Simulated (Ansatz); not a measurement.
# Mg3GePbN4: complex band structure, part 3 of 3

Aim: relax a made-up compound, Mg3GePbN4, and see how good a tunnel barrier it would be. It is built by putting Pb for Sr in the SrMg3GeN4 structure of space group Cm, with the volume rescaled by atomic radii. The parent structure comes from the Materials Project.

Ansatz 0.2.0; r2SCAN DFT, plane waves, PAW files (the session's first sound run).

So far, gap on path (eV): step 3 (band edges) 2.12.

The structure was built from a prototype and need not be the compound's stable phase.

## 6. Band edges at another level, cutoff 1252 eV

This step: r2SCAN DFT, plane waves, norm-conserving files (Ansatz 0.2.0).

The edges again with norm-conserving files, at the same atoms. Against that run the cutoff is 1252 eV against 500.

Input file input.yaml:

```yaml
crystal:
  lattice:
    - [5.9574139646, -1.6772258934, 0.0012800313]
    - [5.9574139646, 1.6772258934, 0.0012800313]
    - [-5.9353239694, 0.0, 6.005634777]
  atoms:
    - { symbol: Pb, position: [0.9730145331, 0.9730145331, 0.0052705834] }
    - { symbol: Mg, position: [0.63336285, 0.63336285, 0.446354666] }
    - { symbol: Mg, position: [0.7981674492, 0.7981674492, 0.1609222259] }
    - { symbol: Mg, position: [0.1755049292, 0.1755049292, 0.80034161] }
    - { symbol: Ge, position: [0.3764793348, 0.3764793348, 0.5778523528] }
    - { symbol: "N", position: [0.255587286, 0.255587286, 0.6478395627] }
    - { symbol: "N", position: [0.7992907766, 0.7992907766, 0.4075553449] }
    - { symbol: "N", position: [0.5878769067, 0.5878769067, 0.8092349956] }
    - { symbol: "N", position: [0.4007164344, 0.4007164344, 0.1446296586] }
kpoints:
  mp_grid: { grid: [8, 8, 4] }
  band_path: { path: [VBM, CBM], npoints: 30 }
scf:
  occupations: { method: fixed }
hamiltonian:
  xc: r2scan
  pseudopotentials: { kind: nc }
output:
  eigenvalues: true
```

On the command line:

```
ansatz run input.yaml --threads 2 --pin off --max-ram 4096MiB --backend cpu --events-out ev --progress --plain --runs-dir out
```

Log:

```text
[...]
Crystal: 9 atoms, lattice volume = 120.041 Å³
Basis set: ecut = 1252 eV, 12055 PW (Γ), FFT grids on a1−a2, a2, a1+a3
Bands: 48, of which v1, the nominal top of the filled ones, is band 39 counted from 1 (38 counted from 0)
Symmetry: 2 space group operations
[...]
k-points: 78 of 256 (time reversal used)
[...]
SCF iter   1: F=—  HF=-10786.062969 eV  |F-HF|=—  |Δ(HF+E_count)|=         —  Δρ=1.02e-1  dr2=1.94e1  dr2_τ=1.42e1  ethr=3.10e-3  ⟨swp⟩=9.7  Hψ=20038  notcnv=0  defer=530
[...]
SCF iter  12: F=-10781.358875 eV  HF=-10781.358875 eV  |F-HF|=1.38e-9  |Δ(HF+E_count)|=  1.93e-10  Δρ=2.40e-6  dr2=6.75e-9  dr2_τ=6.34e-9  ethr=1.28e-10  ⟨swp⟩=4.8  Hψ=9321  notcnv=0
SCF 1 converged in 12 iterations: F = -10781.358875 eV  dr2 = 6.75e-9
[...]
SCF converged after 12 iterations
Free energy (F): -10781.358875 eV
[...]
Internal energy: -10781.358875 eV  (E = F + TS)
E sigma→0 (E₀):  -10781.358875 eV
Fermi energy:    8.900616 eV
[...]
--- Band table (eV; the first three rows and the last of 78) ---
  k-point 0: bands = [... 35 lower, 8.0524, 8.1352, 8.3850, 8.4064, 11.6712, 12.2805, 13.0811, 14.3265, ... 5 higher]
  k-point 1: bands = [... 35 lower, 8.0922, 8.1962, 8.4264, 8.6520, 11.2727, 12.5019, 12.9661, 14.3256, ... 5 higher]
  k-point 2: bands = [... 35 lower, 7.7109, 8.2499, 8.4637, 8.9006, 11.3020, 12.2597, 12.8641, 14.4620, ... 5 higher]
  k-point 77: bands = [... 35 lower, 7.8850, 8.0895, 8.5662, 8.5858, 11.2885, 12.2682, 13.1155, 14.1975, ... 5 higher]
```

Run time: 12 min. Hardware: 2 threads of Arm Neoverse V2, shared host; peak memory 1.5 GiB.

This step gave:

| Item | Value |
| --- | --- |
| free energy | -10781.3589 eV |
| Fermi energy | 8.901 eV |
| gap on the k-mesh | 2.154 eV |
| gap on path | 2.135 eV, by band count; negative where bands overlap |
| direct gap on path | 2.491 eV |

Electronic bands along the path, in eV, zero at the Fermi level (highest filled level under fixed occupations); v1 is the highest filled band, c1 the lowest empty one:

```csv
point,v4,v3,v2,v1,c1,c2,c3,c4
VBM,-0.86,-0.73,-0.38,0.02,3.37,3.71,4.56,5.53
halfway,-1.10,-0.65,-0.60,-0.29,2.72,3.75,4.23,5.10
CBM,-0.98,-0.78,-0.37,-0.34,2.15,3.25,4.08,4.37
```

The searched edges give 2.14 eV, against 2.15 eV on the mesh.

## 7. Complex bands at another level

This step: r2SCAN DFT, plane waves, norm-conserving files; complex bands by layer matching along the plane's normal (Ansatz 0.2.0).

The complex bands at that level, over its own gap, at (0, 0) and (0, -0.1979).

Input file input.yaml:

```yaml
crystal:
  lattice:
    - [8.443679275, 0.0, 0.0]
    - [0.0, 3.354451787, 0.0]
    - [-4.18674056, 1.677225893, 4.238158358]
  atoms:
    - { symbol: Pb, position: [0.0052705834, 0.0269854669, 0.9460290662] }
    - { symbol: Mg, position: [0.446354666, 0.36663715, 0.2667257] }
    - { symbol: Mg, position: [0.1609222259, 0.2018325508, 0.5963348984] }
    - { symbol: Mg, position: [0.80034161, 0.8244950708, 0.3510098584] }
    - { symbol: Ge, position: [0.5778523528, 0.6235206652, 0.7529586696] }
    - { symbol: "N", position: [0.6478395627, 0.744412714, 0.511174572] }
    - { symbol: "N", position: [0.4075553449, 0.2007092234, 0.5985815532] }
    - { symbol: "N", position: [0.8092349956, 0.4121230933, 0.1757538134] }
    - { symbol: "N", position: [0.1446296586, 0.5992835656, 0.8014328688] }
kpoints:
  mp_grid: { grid: [4, 8, 8] }
scf:
  occupations: { method: fixed }
hamiltonian:
  xc: r2scan
  pseudopotentials: { kind: nc }
output:
  eigenvalues: true
  transmission:
    leads: [[0, 0]]
    kpoints: [[0.0, 0.0], [0.0, -0.1979]]
    e_range: [-1.0, 3.14]
    de: 0.1
```

Log:

```text
Engine: ansatz 0.2.0, aarch64-unknown-linux-gnu
Pseudopotentials: kind: nc
Pseudopotential: Pb, nc, valence charge 14, recommended cutoff 850 eV (normal), Pb.nc.azcp
Pseudopotential: Mg, nc, valence charge 10, recommended cutoff 1142.878222 eV (normal), Mg.nc.azcp
Pseudopotential: Ge, nc, valence charge 14, recommended cutoff 1230 eV (normal), Ge.nc.azcp
Pseudopotential: N, nc, valence charge 5, recommended cutoff 1252 eV (normal), N.nc.azcp
Functional definition: r2SCAN
  parameter k0 = 0.174
  parameter k1 = 0.065
  parameter a1 = 4.9479
  exchange = r2scan_x(k0 = k0, k1 = k1, a1 = a1)
  correlation = r2scan_c
Error: memory limit exceeded: the `transmission` phase of `transmission` needs 4.53 GiB against the run's memory maximum of 4.00 GiB; largest carriers: transmission 4.14 GiB, unmodelled-tail allowance 0.30 GiB, source scf tables 0.09 GiB, source scf state 0.00 GiB; the layers of output.transmission grow with the square of the cell's cross-section: a lower cutoff or a narrower output.transmission.e_range takes less, and so, most of all in a narrow cell, does a wider de; where no e_range is typed, a fill by count is planned with a gap of 40 thermal energies
with nothing else changed it takes a maximum of at least 4.54 GiB, with nothing to spare, and 4.99 GiB leaves up to a tenth: --max-ram 4.99GiB where that set the maximum, else more of the term that did, and with no share typed, where 4.99 GiB is over 0.88 of the host's memory or its container's limit, a share of 0.88 or more that holds the maximum too (--max-ram-frac F), where one does; The budget is ten elevenths of [...]
`transmission` follows the SCF: where the deck gives it k-points, a mesh or a band count of its own, those are what to reduce (not on a resume, whose deck is fixed)
```

Elapsed: 0.52 s, on 2 threads; peak memory 0.21 GiB.

The input was rejected at the start.

The program's message: “Error: memory limit exceeded: the `transmission` phase of `transmission` needs 4.53 GiB against the run's memory maximum of 4.00 GiB; largest carriers: transmission 4.14 GiB, unmodelled-tail allowance …”

## 8. Outcome

| Property | Result |
| --- | --- |
| band gap | 2.12 eV |
| least decay constant at mid-gap, normal to (100) | 0.250 Å⁻¹ |
| least decay constant at mid-gap, normal to (001) | 0.299 Å⁻¹ |

With r2SCAN, the slowest decay at the wavevectors tried is κ = 0.250 Å⁻¹, normal to (100). Through such a film the transmission near mid-gap falls as exp(−2κd), a factor of ten every 4.6 Å. The decay depends on direction: 1.2 times faster normal to (001). A free electron under a barrier of half the gap would need a mass of 0.23 mₑ to decay at this rate. The compound is made up by substitution; its stability against other phases and against distortions of the cell's symmetry was not tested. r2SCAN still narrows gaps, if less than LDA and GGA do, while spin-orbit coupling, left out here, narrows them in compounds of heavy elements, so the error in κ can go either way.

[Logs are printed without paths, hosts, clocks, repeated set-up lines and the standing remarks that a program may print on its own settings, such as how far it seeks lower states.]

[Hosts, paths, dates, database ids (printed as entryN), source tags and the programs' standing remarks are cut or masked in the printed files.]
